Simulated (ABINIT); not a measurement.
# Beyond one shot: CsPbCl3 (Pm-3m)

Aim: iterate the self-energy on CsPbCl3 (Pm-3m) and follow the gap from cycle to cycle.

Method: PBE and many-body steps on it, plane waves, in ABINIT 10.8.3.

## 1. Set-up

Symmetry: Pm-3m, No. 221, cubic system. The conventional cell has a = 5.605 Å, b = 5.605 Å, c = 5.605 Å, α = 90.00°, β = 90.00°, γ = 90.00°. Cs has 12 Cl at 3.96 Å nearest. Nearest to Pb lie 6 Cl at 2.80 Å. Cl has 2 Pb at 2.80 Å and 4 Cs at 3.96 Å nearest. Farther neighbours and most contacts between anions are not listed.

The cell and positions come from the Crystallography Open Database and are kept as given unless a step says otherwise. Spin-orbit coupling is left out unless a step names it.

## 2. Empty states on the mesh, 2×2×2 mesh, 172 bands

This step: ABINIT 10.8.3; DFT, PBE, plane waves, norm-conserving pseudopotentials.

The sums over transitions need many empty states on a uniform mesh; this step solves for them.

The input, run.abi:

```
acell 3*1.0 Angstrom
rprim 
  5.605000000000 0.000000000000 0.000000000000
  0.000000000000 5.605000000000 0.000000000000
  0.000000000000 0.000000000000 5.605000000000
ntypat 3
znucl 55 82 17
natom 5
typat 1 2 3 3 3
xred 
  0.000000000000 0.000000000000 0.000000000000
  0.500000000000 0.500000000000 0.500000000000
  0.500000000000 0.500000000000 0.000000000000
  0.000000000000 0.500000000000 0.500000000000
  0.500000000000 0.000000000000 0.500000000000
pp_dirpath "pseudos"
pseudos "Cs.upf, Pb.upf, Cl.upf"
ecut 32
ngkpt 2 2 2
nshiftk 1
shiftk 0 0 0
kptopt 1
chksymbreak 0
iscf -2
irdden 1
istwfk *1
nband 172
nbdbuf 14
tolwfr 1e-09
nstep 60
prtvol 0
indata_prefix "in"
outdata_prefix "out"
tmpdata_prefix "tmp"
```

Run with:

```sh
$ OMP_NUM_THREADS=1 mpirun -n 8 abinit run.abi > log
```

Numbers of over 12 decimals in the logs are rounded to 6 here.

Log:

```text
.Version 10.8.3 of ABINIT. v10.8.2 released Aug 2026.

 Symmetries : space group Pm -3 m (#221); Bravais cP (primitive cubic)
[... echo of the input left out ...]
== DATASET  1 ==================================================================
-   mpi_nproc: 8, omp_nthreads: 1 (-1 if OMP is not activated)
-    --> not optimal distribution: autoparal keyword recommended in input file <--

--- !DatasetInfo
iteration_state: {dtset: 1, }
dimensions: {natom: 5, nkpt: 4, mband: 172, nsppol: 1, nspinor: 1, nspden: 1, mpw: 10280, }
cutoff_energies: {ecut:  32.0, pawecutdg:  -1.0, }
[...]
1.61115    1.63746    1.63746    1.63746    1.64265    1.64265    1.64265    1.65506
   1.65506    1.65506    1.66051    1.70030    1.70030    1.70032    1.70351    1.70351
   1.70352    1.70386    1.70386    1.73818
 prteigrs : prtvol=0 or 1, do not print more k-points.

== END DATASET(S) ==============================================================
================================================================================

 -outvars: echo values of variables after computation  --------
            nband         172
             nkpt           4
          spgroup         221
 [... the other variables as echoed above ...]

 Calculation completed.
```

Run time: 2.3 min. Hardware: 8 MPI ranks of Intel Xeon Platinum 8259CL at 2.50GHz (Skylake/Cascade Lake), shared host; peak memory 0.83 GiB.

Numbers from this step:

```
gap                                                           : 1.932 eV
k of the valence top                                          : 0.5, 0.5, 0.5
k of the conduction bottom                                    : 0.5, 0.5, 0.5
least direct gap                                              : 1.932 eV
k points computed                                             : 4
lowest point of the top converged band, above the valence top : 40.72 eV
```

On this mesh the gap is 1.932 eV.

The density comes from a self-consistent run that is not shown.

## 3. Screening, 2×2×2 mesh, 158 bands, screening to 108.8 eV

The RPA dielectric matrix is built and inverted for each q.

This step: RPA screening on PBE, plane waves, norm-conserving pseudopotentials.

Edit run.abi of step 2 so:

```diff
@@ -23,10 +23,11 @@
 chksymbreak 0
-iscf -2
-irdden 1
 istwfk *1
-nband 172
-nbdbuf 14
-tolwfr 1e-09
-nstep 60
-prtvol 0
+occopt 1
+irdwfk 1
+optdriver 3
+nband 158
+ecuteps 4
+inclvkb 2
+awtr 1
+symchi 1
 indata_prefix "in"
```

Log:

```text
.Version 10.8.3 of ABINIT. v10.8.2 released Aug 2026.

 Symmetries : space group Pm -3 m (#221); Bravais cP (primitive cubic)
[... echo of the input left out ...]
== DATASET  1 ==================================================================
-   mpi_nproc: 8, omp_nthreads: 1 (-1 if OMP is not activated)

--- !DatasetInfo
iteration_state: {dtset: 1, }
dimensions: {natom: 5, nkpt: 4, mband: 158, nsppol: 1, nspinor: 1, nspden: 1, mpw: 10280, }
cutoff_energies: {ecut:  32.0, pawecutdg:  -1.0, }
electrons: {nelect:   5.20000000E+01, charge:   0.00000000E+00, occopt:   1.00000000E+00, tsmear:   1.00000000E-02, }

 SCREENING: Calculation of the susceptibility and dielectric matrices

 Based on a program developped by R.W. Godby, V. Olevano, G. Onida, and L. Reining.
 Incorporated in ABINIT by V. Olevano, G.-M. Rignanese, and M. Torrent.
.Using double precision arithmetic ; gwpc =  8

[... cell and pseudopotentials left out ...]
--------------------------------------------------------------------------------

 ==== K-mesh for the wavefunctions ====
 Number of points in the irreducible wedge :     4
[... list of points left out ...]
 Together with 48 symmetry operations and time-reversal symmetry
 yields     8 points in the full Brillouin Zone.

 ==== Q-mesh for the screening function ====
 Number of points in the irreducible wedge :     4
[... list of points left out ...]
 Together with 48 symmetry operations and time-reversal symmetry
 yields     8 points in the full Brillouin Zone.

 setmesh: FFT mesh size selected  =    40x   40x   40
          total number of points  =        64000

 vcoul_init : cutoff-mode = AUXILIARY_FUNCTION
 q-points for optical limit:   1
     1)      0.000010    0.000020    0.000030

- screening: taking advantage of time-reversal symmetry
- Maximum band index for partially occupied states nbvw = 26
- Remaining bands to be divided among processors   nbcw = 132
- Number of bands treated by each node ~16

 Number of electrons calculated from density =   52.0000; Expected =   52.0000
 average of density, n =  0.043760
 r_s =    1.7604
 omega_plasma =   20.1788 [eV]

 calculating chi0 at frequencies [eV] :
  1    0.000000E+00    0.000000E+00
  2    0.000000E+00    2.017881E+01

--------------------------------------------------------------------------------
  q-point number  1        q = ( 0.000000, 0.000000, 0.000000) [r.l.u.]
--------------------------------------------------------------------------------
[... chi0 elements left out ...]
 For q-point:  0.000010 0.000020 0.000030
  dielectric constant =   7.2157
  dielectric constant without local fields =   8.2130

  Average fulfillment of the sum rule on Im[epsilon] for q-point    1 :     60.92  [%]
[... wings left out ...]
  q-point number  2        q = ( 0.500000, 0.000000, 0.000000) [r.l.u.]
--------------------------------------------------------------------------------
[... chi0 elements left out ...]
  Average fulfillment of the sum rule on Im[epsilon] for q-point    2 :     67.84  [%]

 [... 2 further q-points ...]
```

Elapsed: 56 s, on 8 MPI ranks; peak memory 3.2 GiB; 7.4 min of CPU time.

Numbers from this step:

```
ε∞ with local fields, on this mesh, along the program's q direction : 7.216
the same without local fields                                       : 8.213
plasma frequency                                                    : 20.18 eV
plane waves in the screening matrix                                 : 461
```

Local fields lower ε∞ by 12 %. On a Γ-centred mesh this coarse the value itself is usually too large, while a short band sum pulls it down.

## 4. G0W0

The self-energy is evaluated for the states that the input lists, and the levels follow from it, in one-shot runs by the linearised quasiparticle equation.

This step: G0W0 on PBE, plane waves, norm-conserving pseudopotentials.

Edit run.abi of step 3 so:

```diff
@@ -26,8 +26,17 @@
 irdwfk 1
-optdriver 3
+optdriver 4
 nband 158
+gwcalctyp 0
+ecutsigx 32
+symsigma 1
+nkptgw 2
+kptgw 
+  0.5000000000 0.5000000000 0.5000000000
+  0.0000000000 0.0000000000 0.0000000000
+bdgw 
+  23 29
+  24 29
 ecuteps 4
-inclvkb 2
-awtr 1
-symchi 1
+irdscr 1
+ppmodel 1
 indata_prefix "in"
```

Log:

```text
.Version 10.8.3 of ABINIT. v10.8.2 released Aug 2026.

 Symmetries : space group Pm -3 m (#221); Bravais cP (primitive cubic)
[... echo of the input left out ...]
== DATASET  1 ==================================================================
-   mpi_nproc: 8, omp_nthreads: 1 (-1 if OMP is not activated)

--- !DatasetInfo
iteration_state: {dtset: 1, }
dimensions: {natom: 5, nkpt: 4, mband: 158, nsppol: 1, nspinor: 1, nspden: 1, mpw: 10280, }
cutoff_energies: {ecut:  32.0, pawecutdg:  -1.0, }
electrons: {nelect:   5.20000000E+01, charge:   0.00000000E+00, occopt:   1.00000000E+00, tsmear:   1.00000000E-02, }

 SIGMA: Calculation of the GW corrections

 Based on a program developped by R.W. Godby, V. Olevano, G. Onida, and L. Reining.
 Incorporated in ABINIT by V. Olevano, G.-M. Rignanese, and M. Torrent.
.Using double precision arithmetic ; gwpc =  8

[... cell and pseudopotentials left out ...]
--------------------------------------------------------------------------------

 ==== K-mesh for the wavefunctions ====
 Number of points in the irreducible wedge :     4
[... list of points left out ...]
 Together with 48 symmetry operations and time-reversal symmetry
 yields     8 points in the full Brillouin Zone.

 ==== Q-mesh for screening function ====
 Number of points in the irreducible wedge :     4
[... list of points left out ...]
 Together with 48 symmetry operations and time-reversal symmetry
 yields     8 points in the full Brillouin Zone.

 vcoul_init : cutoff-mode = AUXILIARY_FUNCTION
 q-points for optical limit:   1
     1)      0.000010    0.000020    0.000030
 setmesh: FFT mesh size selected  =    54x   54x   54
          total number of points  =       157464

 Number of electrons calculated from density =   52.0000; Expected =   52.0000
 average of density, n =  0.043760
 r_s =    1.7604
 omega_plasma =   20.1788 [eV]

 === KS Band Gaps ===
  >>>> For spin  1
   Minimum direct gap =   1.9318 [eV], located at k-point      :   0.5000  0.5000  0.5000
   Fundamental gap    =   1.9318 [eV], Top of valence bands at :   0.5000  0.5000  0.5000
                                       Bottom of conduction at :   0.5000  0.5000  0.5000
 SIGMA fundamental parameters:
 PLASMON POLE MODEL  1
 number of plane-waves for SigmaX                10251
 number of plane-waves for SigmaC and W            461
 number of plane-waves for wavefunctions         10251
 number of bands                                   158
 number of independent spin polarizations            1
 number of spinorial components                      1
 number of k-points in IBZ                           4
 number of q-points in IBZ                           4
 number of symmetry operations                      48
 number of k-points in BZ                            8
 number of q-points in BZ                            8
 number of frequencies for dSigma/dE                 9
 frequency step for dSigma/dE [eV]                0.25
 number of omega for Sigma on real axis              0
 max omega for Sigma on real axis  [eV]           0.00
 zcut for avoiding poles [eV]                     0.10

 EPSILON^-1 parameters (SCR file):
 dimension of the eps^-1 matrix on file            461
 dimension of the eps^-1 matrix used               461
 number of plane-waves for wavefunctions         10251
 number of bands                                   158
 number of q-points in IBZ                           4
 number of frequencies                               2
 number of real frequencies                          1
 number of imag frequencies                          1

 matrix elements of self-energy operator (all in [eV])

 Perturbative Calculation

--- !SelfEnergy_ee
iteration_state: {dtset: 1, }
kpoint     : [   0.500,    0.500,    0.500, ]
spin       : 1
KS_gap     :    1.932
QP_gap     :    3.169
Delta_QP_KS:    1.237
data: !SigmaeeData |
     Band     E0 <VxcDFT>   SigX SigC(E0)      Z dSigC/dE  Sig(E)    E-E0       E
       23   0.573 -14.257 -18.504   3.103   0.774  -0.291 -15.142  -0.886  -0.313
       24   0.573 -14.257 -18.504   3.103   0.774  -0.291 -15.142  -0.886  -0.313
       25   0.573 -14.257 -18.504   3.103   0.774  -0.291 -15.142  -0.886  -0.313
       26   2.787 -15.725 -17.975   1.834   0.795  -0.257 -16.056  -0.331   2.456
       27   4.719 -10.379  -6.296  -2.982   0.823  -0.215  -9.473   0.906   5.625
       28   4.719 -10.379  -6.296  -2.982   0.823  -0.215  -9.473   0.906   5.625
[...]
--- !SelfEnergy_ee
iteration_state: {dtset: 1, }
kpoint     : [   0.000,    0.000,    0.000, ]
spin       : 1
KS_gap     :    5.879
QP_gap     :    7.114
Delta_QP_KS:    1.235
data: !SigmaeeData |
     Band     E0 <VxcDFT>   SigX SigC(E0)      Z dSigC/dE  Sig(E)    E-E0       E
[...]
27   6.131  -6.348  -2.686  -3.248   0.844  -0.185  -5.998   0.349   6.480
       28   7.070  -6.633  -2.878  -3.128   0.844  -0.185  -6.104   0.529   7.600
       29   7.070  -6.633  -2.878  -3.128   0.844  -0.185  -6.104   0.529   7.600

== END DATASET(S) ==============================================================
================================================================================

 -outvars: echo values of variables after computation  --------
           etotal      0.0000000000E+00
            nband         158
             nkpt           4
          spgroup         221
 [... the other variables as echoed above ...]

 Calculation completed.
```

The job ended after 38 s (8 MPI ranks; peak memory 2.5 GiB).

This step gave:

```
G0W0 gap on the points computed              : 3.169 eV
starting gap on the mesh                     : 1.932 eV
k of the valence top                         : 0.5, 0.5, 0.5
k of the conduction bottom                   : 0.5, 0.5, 0.5
Z at the valence top                         : 0.795
Z at the conduction bottom                   : 0.823
least direct G0W0 gap on the computed points : 3.169 eV
```

The gap on the mesh goes from 1.93 eV to 3.17 eV, a correction of +1.24 eV.

## 5. QSGW, cycle 1

This step: QSGW on PBE, plane waves, norm-conserving pseudopotentials.

Edit run.abi of step 4 so:

```diff
@@ -28,12 +28,16 @@
 nband 158
-gwcalctyp 0
+gwcalctyp 28
 ecutsigx 32
-symsigma 1
-nkptgw 2
+symsigma 0
+nkptgw 4
 kptgw 
+  0.0000000000 0.0000000000 0.0000000000
+  0.5000000000 0.0000000000 0.0000000000
+  0.5000000000 0.5000000000 0.0000000000
   0.5000000000 0.5000000000 0.5000000000
-  0.0000000000 0.0000000000 0.0000000000
 bdgw 
-  23 29
-  24 29
+  14 63
+  14 63
+  14 63
+  14 63
 ecuteps 4
@@ -41,2 +45,3 @@
 ppmodel 1
+rhoqpmix 0.3
 indata_prefix "in"
```

Log:

```text
.Version 10.8.3 of ABINIT. v10.8.2 released Aug 2026.

 Symmetries : space group Pm -3 m (#221); Bravais cP (primitive cubic)
[... echo of the input left out ...]
== DATASET  1 ==================================================================
-   mpi_nproc: 8, omp_nthreads: 1 (-1 if OMP is not activated)

--- !DatasetInfo
iteration_state: {dtset: 1, }
dimensions: {natom: 5, nkpt: 4, mband: 158, nsppol: 1, nspinor: 1, nspden: 1, mpw: 10280, }
cutoff_energies: {ecut:  32.0, pawecutdg:  -1.0, }
electrons: {nelect:   5.20000000E+01, charge:   0.00000000E+00, occopt:   1.00000000E+00, tsmear:   1.00000000E-02, }

 SIGMA: Calculation of the GW corrections

 Based on a program developped by R.W. Godby, V. Olevano, G. Onida, and L. Reining.
 Incorporated in ABINIT by V. Olevano, G.-M. Rignanese, and M. Torrent.
.Using double precision arithmetic ; gwpc =  8

[... cell and pseudopotentials left out ...]
--------------------------------------------------------------------------------

 ==== K-mesh for the wavefunctions ====
 Number of points in the irreducible wedge :     4
[... list of points left out ...]
 Together with 48 symmetry operations and time-reversal symmetry
 yields     8 points in the full Brillouin Zone.

 ==== Q-mesh for screening function ====
 Number of points in the irreducible wedge :     4
[... list of points left out ...]
 Together with 48 symmetry operations and time-reversal symmetry
 yields     8 points in the full Brillouin Zone.

 vcoul_init : cutoff-mode = AUXILIARY_FUNCTION
 q-points for optical limit:   1
     1)      0.000010    0.000020    0.000030
 setmesh: FFT mesh size selected  =    54x   54x   54
          total number of points  =       157464

 Number of electrons calculated from density =   52.0000; Expected =   52.0000
[...]
--- !SelfEnergy_ee
iteration_state: {dtset: 1, }
kpoint     : [   0.500,    0.500,    0.000, ]
spin       : 1
KS_gap     :    3.337
QP_gap     :    5.134
Delta_QP_KS:    1.797
data: !SigmaeeData |
     Band     E_DFT   <VxcDFT>   E(N-1)  <Hhartree>   SigX  SigC[E(N-1)]    Z     dSigC/dE  Sig[E(N)]  DeltaE  E(N)_pert E(N)_diago
[...]
--- !SelfEnergy_ee
iteration_state: {dtset: 1, }
kpoint     : [   0.500,    0.500,    0.500, ]
spin       : 1
KS_gap     :    1.932
QP_gap     :    3.449
Delta_QP_KS:    1.517
data: !SigmaeeData |
     Band     E_DFT   <VxcDFT>   E(N-1)  <Hhartree>   SigX  SigC[E(N-1)]    Z     dSigC/dE  Sig[E(N)]  DeltaE  E(N)_pert E(N)_diago
[...]
62    17.570   -10.354    17.570    27.924    -3.238    -4.892     1.000     0.000    -8.130     2.224    19.794    20.104
       63    17.657    -9.366    17.657    27.023    -3.379    -4.176     1.000     0.000    -7.555     1.811    19.468    20.111

 New Fermi energy :        1.499842E-01 Ha ,    4.081278E+00 eV

 === QP Band Gaps ===
  >>>> For spin  1
   Minimum direct gap =   3.4069 [eV], located at k-point      :   0.5000  0.5000  0.5000
   Fundamental gap    =   3.4069 [eV], Top of valence bands at :   0.5000  0.5000  0.5000
                                       Bottom of conduction at :   0.5000  0.5000  0.5000

 writing QP data on file : out_QPS

 Convergence of QP corrections
 >>>>> For spin  1 <<<<<
.  kptgw no:  1; Maximum DeltaE = (   2.232  -0.000) for band index: 49
.  kptgw no:  2; Maximum DeltaE = (   0.975  -0.001) for band index: 39
.  kptgw no:  3; Maximum DeltaE = (   2.512  -0.000) for band index: 47
.  kptgw no:  4; Maximum DeltaE = (   0.645   0.000) for band index: 38

== END DATASET(S) ==============================================================
================================================================================

 -outvars: echo values of variables after computation  --------
           etotal      0.0000000000E+00
            nband         158
             nkpt           4
          spgroup         221
 [... the other variables as echoed above ...]

 Calculation completed.
```

Run time: 5 min. Hardware: 8 MPI ranks; peak memory 7 GiB.

Numbers from this step:

| Quantity | Value |
| --- | --- |
| quasiparticle gap on the mesh | 3.407 eV |
| gap of the density functional on the mesh | 1.932 eV |
| k of the valence top | 0.5, 0.5, 0.5 |
| k of the conduction bottom | 0.5, 0.5, 0.5 |
| Z at the valence top | 1 |
| Z at the conduction bottom | 1 |
| least direct quasiparticle gap on the computed points | 3.407 eV |

Against G0W0 in ABINIT (2×2×2 mesh, 158 bands, screening to 108.8 eV, Godby-Needs plasmon pole), the gap moves by +0.238 eV.

(Part 1 of 3 ends here.)

[Paths, hosts, dates, memory and timing lines, banners, echoed tables and standing remarks are left out of the program output.]

[Logs are printed without paths, hosts, clocks, repeated set-up lines and the standing remarks that a program may print on its own settings, such as how far it seeks lower states.]

[Runs of the session that timed out or met a known fault of the program may be left out.]

[Hosts, paths, dates, database ids (printed as entryN), source tags and the programs' standing remarks are cut or masked in the printed files.]

[G0W0 gaps are taken among the corrected bands and points alone; a level outside them can change the order at an edge.]

[Where Ansatz stands beside ABINIT at settings called matched, ABINIT's density can come from a denser mesh and the files from another edition; pairs whose starting gaps differed by over 0.03 eV were left out, so agreement reads better than it is.]
